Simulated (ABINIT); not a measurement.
# Quasiparticle gap of SiC (F-43m) in ABINIT

How does a plane-wave GW calculation on SiC (F-43m) run from the first input to the gap?

Calculated with ABINIT 10.8.3; LDA and many-body steps on it, plane waves.

**Experimental background.**

- Gap 2.4 eV: Tauc optical (indirect) gap of annealed polycrystalline 3C-SiC; UV-VIS spectroscopic ellipsometry, Tauc analysis; film (CVD ultrathin polycrystalline film, annealed, about 5 nm grains) (“On-Demand CMOS-Compatible Fabrication of Ultrathin Self-Aligned SiC Nanowire Arrays”, 2018, pmc:6267454).

- Gap 2.39 eV: band gap at cryogenic temperature; bulk crystal (literature value) (quoted in “Silicon carbide diodes for neutron detection”, 2020, arxiv:2009.14696).

Report form: the programs' logs are mostly left out.

### 1. The structure

The structure is cubic, space group F-43m (No. 216). The conventional cell has a = 4.358 Å, b = 4.358 Å, c = 4.358 Å, α = 90.00°, β = 90.00°, γ = 90.00°. Nearest to Si lie 4 C at 1.89 Å. C has 4 Si at 1.89 Å nearest. Farther neighbours are not listed.

The cell and positions come from the Crystallography Open Database and are kept as given unless a step says otherwise.

### 2. Ground state

This step: ABINIT 10.8.3; DFT, LDA, plane waves, norm-conserving pseudopotentials.

The ground-state density comes first.

Input file run.abi:

```
acell 3*1.0 Angstrom
rprim 
  -0.000000000000 2.179000000000 2.179000000000
  2.179000000000 -0.000000000000 2.179000000000
  2.179000000000 2.179000000000 -0.000000000000
ntypat 2
znucl 14 6
natom 2
typat 1 2
xred 
  0.000000000000 0.000000000000 0.000000000000
  0.250000000000 0.250000000000 0.250000000000
pp_dirpath "pseudos"
pseudos "Si.upf, C.upf"
ecut 37
ngkpt 8 8 8
nshiftk 1
shiftk 0 0 0
kptopt 1
chksymbreak 0
nband 9
occopt 1
tolvrs 1e-10
nstep 60
prtwf 0
indata_prefix "in"
outdata_prefix "out"
tmpdata_prefix "tmp"
```

Command:

```console
$ OMP_NUM_THREADS=1 mpirun -n 8 abinit run.abi > log
```

It took 2.4 s on 8 MPI ranks of Arm Neoverse V2, shared host; peak memory 0.07 GiB; 19 s of CPU time.

Numbers from this step:

| Quantity | Value |
| --- | --- |
| total energy | -280.7229 eV |
| gap | 1.327 eV |
| k of the valence top | 0, 0, 0 |
| k of the conduction bottom | 0.5, 0.5, 0 |
| least direct gap | 4.526 eV |
| pressure | -5.208 GPa |

The gap is indirect, with the least direct gap 3.20 eV higher.

The cutoff was set for levels, not for stress, so the pressure can be off by some GPa.

### 3. Bands along the symmetry lines

The cheap functional maps the bands first; the places of the edges decide which points the dearer methods must see.

Input file run.abi:

```
acell 3*1.0 Angstrom
rprim 
  -0.000000000000 2.179000000000 2.179000000000
  2.179000000000 -0.000000000000 2.179000000000
  2.179000000000 2.179000000000 -0.000000000000
ntypat 2
znucl 14 6
natom 2
typat 1 2
xred 
  0.000000000000 0.000000000000 0.000000000000
  0.250000000000 0.250000000000 0.250000000000
pp_dirpath "pseudos"
pseudos "Si.upf, C.upf"
ecut 37
iscf -2
irdden 1
kptopt 0
nkpt 50
kpt 
  0.00000000 0.00000000 0.00000000
  -0.06250000 -0.06250000 0.00000000
  -0.12500000 -0.12500000 0.00000000
  -0.18750000 -0.18750000 0.00000000
  -0.25000000 -0.25000000 0.00000000
  -0.31250000 -0.31250000 0.00000000
  -0.37500000 -0.37500000 0.00000000
  -0.43750000 -0.43750000 0.00000000
  -0.50000000 -0.50000000 0.00000000
  -0.48437500 -0.48437500 0.03125000
  -0.46875000 -0.46875000 0.06250000
  -0.45312500 -0.45312500 0.09375000
  -0.43750000 -0.43750000 0.12500000
  -0.42187500 -0.42187500 0.15625000
  -0.40625000 -0.40625000 0.18750000
  -0.39062500 -0.39062500 0.21875000
  -0.37500000 -0.37500000 0.25000000
  -0.37500000 0.00000000 0.37500000
  -0.32812500 0.00000000 0.32812500
  -0.28125000 0.00000000 0.28125000
  -0.23437500 0.00000000 0.23437500
  -0.18750000 0.00000000 0.18750000
  -0.14062500 0.00000000 0.14062500
  -0.09375000 0.00000000 0.09375000
  -0.04687500 0.00000000 0.04687500
  0.00000000 0.00000000 0.00000000
  0.00000000 0.00000000 0.06250000
  0.00000000 0.00000000 0.12500000
  0.00000000 0.00000000 0.18750000
  0.00000000 0.00000000 0.25000000
  0.00000000 0.00000000 0.31250000
  0.00000000 0.00000000 0.37500000
  0.00000000 0.00000000 0.43750000
  0.00000000 0.00000000 0.50000000
  -0.06250000 -0.03125000 0.46875000
  -0.12500000 -0.06250000 0.43750000
  -0.18750000 -0.09375000 0.40625000
  -0.25000000 -0.12500000 0.37500000
  -0.31250000 -0.15625000 0.34375000
  -0.37500000 -0.18750000 0.31250000
  -0.43750000 -0.21875000 0.28125000
  -0.50000000 -0.25000000 0.25000000
  -0.50000000 -0.28125000 0.21875000
  -0.50000000 -0.31250000 0.18750000
  -0.50000000 -0.34375000 0.15625000
  -0.50000000 -0.37500000 0.12500000
  -0.50000000 -0.40625000 0.09375000
  -0.50000000 -0.43750000 0.06250000
  -0.50000000 -0.46875000 0.03125000
  -0.50000000 -0.50000000 0.00000000
istwfk *1
nband 14
nbdbuf 5
tolwfr 1e-07
nstep 50
prtwf 0
prtvol 0
indata_prefix "in"
outdata_prefix "out"
tmpdata_prefix "tmp"
```

Wall time 2.5 s (8 MPI ranks); peak memory 0.07 GiB.

This step gave:

```yaml
gap: 1.327 eV
k_of_the_valence_top: 0, 0, 0
k_of_the_conduction_bottom: -0.5, -0.5, 0
least_direct_gap: 4.526 eV
```

The gap is 1.327 eV, as in the run before at this level.

The electronic bands at the labelled points (eV, zero at the top of the highest filled band; v1 is the highest filled band, c1 the lowest empty one):

```tsv
point	v4	v3	v2	v1	c1	c2	c3	c4
Γ	-15.33	0.00	0.00	0.00	6.29	7.20	7.20	7.20
halfway	-13.72	-3.30	-1.94	-1.94	3.98	6.26	10.45	10.45
X	-10.22	-7.83	-3.20	-3.20	1.33	4.20	13.81	13.81
halfway	-10.17	-7.67	-4.25	-3.05	2.06	5.19	13.16	13.38
U	-10.22	-7.29	-5.57	-2.61	3.05	7.66	11.71	12.30
jump to K	-10.22	-7.29	-5.57	-2.61	3.05	7.66	11.71	12.30
halfway	-13.54	-4.44	-2.95	-0.54	6.68	7.79	8.15	8.94
Γ	-15.33	0.00	0.00	0.00	6.29	7.20	7.20	7.20
halfway	-14.12	-4.28	-0.61	-0.61	5.94	7.81	7.81	9.26
L	-11.71	-8.56	-1.06	-1.06	5.39	7.15	7.15	9.93
halfway	-11.05	-7.85	-3.72	-2.27	5.18	7.21	10.04	10.87
W	-9.98	-7.04	-5.02	-4.71	5.15	9.33	9.37	9.64
halfway	-10.11	-7.52	-4.09	-4.06	3.02	5.89	11.82	13.13
X	-10.22	-7.83	-3.20	-3.20	1.33	4.20	13.81	13.81
```

### 4. Empty states on the mesh, 6×6×6 mesh, 111 bands

The sums over transitions need many empty states on a uniform mesh; this step solves for them.

Input file run.abi:

```
acell 3*1.0 Angstrom
rprim 
  -0.000000000000 2.179000000000 2.179000000000
  2.179000000000 -0.000000000000 2.179000000000
  2.179000000000 2.179000000000 -0.000000000000
ntypat 2
znucl 14 6
natom 2
typat 1 2
xred 
  0.000000000000 0.000000000000 0.000000000000
  0.250000000000 0.250000000000 0.250000000000
pp_dirpath "pseudos"
pseudos "Si.upf, C.upf"
ecut 37
ngkpt 6 6 6
nshiftk 1
shiftk 0 0 0
kptopt 1
chksymbreak 0
irdden 1
istwfk *1
nband 111
prtvol 0
optdriver 6
gwr_task "HDIAGO"
paral_kgb 0
occopt 1
indata_prefix "in"
outdata_prefix "out"
tmpdata_prefix "tmp"
```

The job ended after 7.2 s (8 MPI ranks; peak memory 1.5 GiB).

This step gave:

```yaml
gap: 1.327 eV
k_of_the_valence_top: 0, 0, 0
k_of_the_conduction_bottom: 0.5, 0.5, 0
least_direct_gap: 4.526 eV
k_points_computed: 16
lowest_point_of_the_top_converged_band_above_the_valence_top: 143.6177 eV
```

On this mesh the gap is 1.327 eV.

### 5. Screening, 6×6×6 mesh, 103 bands, screening to 244.9 eV

The RPA dielectric matrix is built and inverted for each q.

This step: RPA screening on LDA, plane waves, norm-conserving pseudopotentials.

Edit run.abi of step 4 so:

```diff
@@ -20,10 +20,11 @@
 chksymbreak 0
-irdden 1
 istwfk *1
-nband 111
-prtvol 0
-optdriver 6
-gwr_task "HDIAGO"
-paral_kgb 0
 occopt 1
+irdwfk 1
+optdriver 3
+nband 103
+ecuteps 9
+inclvkb 2
+awtr 1
+symchi 1
 indata_prefix "in"
```

The job ended after 19 s (8 MPI ranks; peak memory 1.1 GiB).

This step gave:

* ε∞ with local fields, on this mesh, along the program's q direction: 7.195
* the same without local fields: 7.857
* plasma frequency: 23.09 eV
* plane waves in the screening matrix: 169

Local fields lower ε∞ by 8 %.

### 6. Self-energy, 6×6×6 mesh, 103 bands, screening to 244.9 eV

The self-energy is evaluated for the states that the input lists, and the levels follow from it, in one-shot runs by the linearised quasiparticle equation.

This step: G0W0 on LDA, plane waves, norm-conserving pseudopotentials.

Edit run.abi of step 5 so:

```diff
@@ -23,8 +23,19 @@
 irdwfk 1
-optdriver 3
+optdriver 4
 nband 103
+gwcalctyp 0
+ecutsigx 37
+symsigma 1
+nkptgw 3
+kptgw 
+  0.0000000000 0.0000000000 0.0000000000
+  0.5000000000 0.5000000000 0.0000000000
+  0.5000000000 0.0000000000 0.0000000000
+bdgw 
+  2 8
+  3 6
+  3 7
 ecuteps 9
-inclvkb 2
-awtr 1
-symchi 1
+irdscr 1
+ppmodel 1
 indata_prefix "in"
```

It took 8.1 s on 8 MPI ranks; peak memory 1.3 GiB; 64 s of CPU time.

Numbers from this step:

| Item | Value |
| --- | --- |
| G0W0 gap on the points computed | 2.232 eV |
| starting gap on the mesh | 1.327 eV |
| k of the valence top | 0, 0, 0 |
| k of the conduction bottom | 0.5, 0.5, 0 |
| Z at the valence top | 0.791 |
| Z at the conduction bottom | 0.819 |
| least direct G0W0 gap on the computed points | 5.687 eV |

The gap on the mesh goes from 1.33 eV to 2.23 eV, a correction of +0.90 eV.

Limits: finite bands, cutoff and mesh. v1 is the top filled band, c1 the lowest empty one. Levels before and after the correction, in eV, zero at the valence-band top of each column:

```tsv
	conduction bottom	valence top
Kohn-Sham	1.33	0.00
G0W0	2.23	0.00
```

```tsv
	level	energy (eV)
Kohn-Sham	Γ v3-v1	0.000
Kohn-Sham	Γ c1	6.285
Kohn-Sham	Γ c2-c4	7.203
Kohn-Sham	(0.5 0.5 0) v2-v1	-3.199
Kohn-Sham	(0.5 0.5 0) c1	1.327
Kohn-Sham	(0.5 0.5 0) c2	4.200
G0W0	Γ v3-v1	0.000
G0W0	Γ c1	7.245
G0W0	Γ c2-c4	8.177
G0W0	(0.5 0.5 0) v2-v1	-3.455
G0W0	(0.5 0.5 0) c1	2.232
G0W0	(0.5 0.5 0) c2	5.273
```

### 7. Where the time went

Times are wall times on 8 MPI ranks of Arm Neoverse V2, shared host, good to a factor of about two.

```tsv
step	time	share	memory (GiB)
ground state	2.4 s	6 %	0.07
bands along the symmetry lines	2.5 s	6 %	0.07
empty states on the mesh	7.2 s	19 %	1.5
screening	19 s	48 %	1.1
self-energy	8.1 s	21 %	1.3
```

### 8. Summary of results

| Property | Result |
| --- | --- |
| LDA gap | 1.33 eV, indirect |
| G0W0 gap on the mesh | 2.23 eV |
| GW settings | 6×6×6 mesh, 103 bands, screening to 244.9 eV, Godby-Needs plasmon pole |
| known limits | not at the basis limit |

In words: G0W0 moves the gap on the mesh from 1.33 eV to 2.23 eV (+0.90 eV), with Z of 0.79 and 0.82 at the edges. Local fields lower the RPA ε∞ on this mesh from 7.86 to 7.19. Only 3 of the mesh's irreducible points were corrected, so a valley elsewhere could overtake. The dearest step here is «screening». Against experiment, by G0W0@LDA: the gap of 2.23 eV lies −0.17 eV from the measured 2.4 eV (indirect, 2018); the gap of 2.23 eV lies −0.16 eV from the measured 2.39 eV (kind not stated, quoted 2020). The calculation has static nuclei and no excitons; a measured gap holds zero-point and thermal motion, which mostly lowers it. Bands and cutoff are finite, so the gap is not at the basis limit. The miss can reach some tenths of an eV and take either sign; the mesh is an error of its own. In the G0W0 run levels were corrected at 3 k points alone, so a gap called «on the mesh» is the least over those, and an edge elsewhere would be missed.

[Paths, hosts, dates, memory and timing lines, banners, echoed tables and standing remarks are left out of the program output.]

[Logs are printed without paths, hosts, clocks, repeated set-up lines and the standing remarks that a program may print on its own settings, such as how far it seeks lower states.]

[Runs of the session that timed out or met a known fault of the program may be left out.]

[Hosts, paths, dates, database ids (printed as entryN), source tags and the programs' standing remarks are cut or masked in the printed files.]

[G0W0 gaps are taken among the corrected bands and points alone; a level outside them can change the order at an edge.]

[Where Ansatz stands beside ABINIT at settings called matched, ABINIT's density can come from a denser mesh and the files from another edition; pairs whose starting gaps differed by over 0.03 eV were left out, so agreement reads better than it is.]
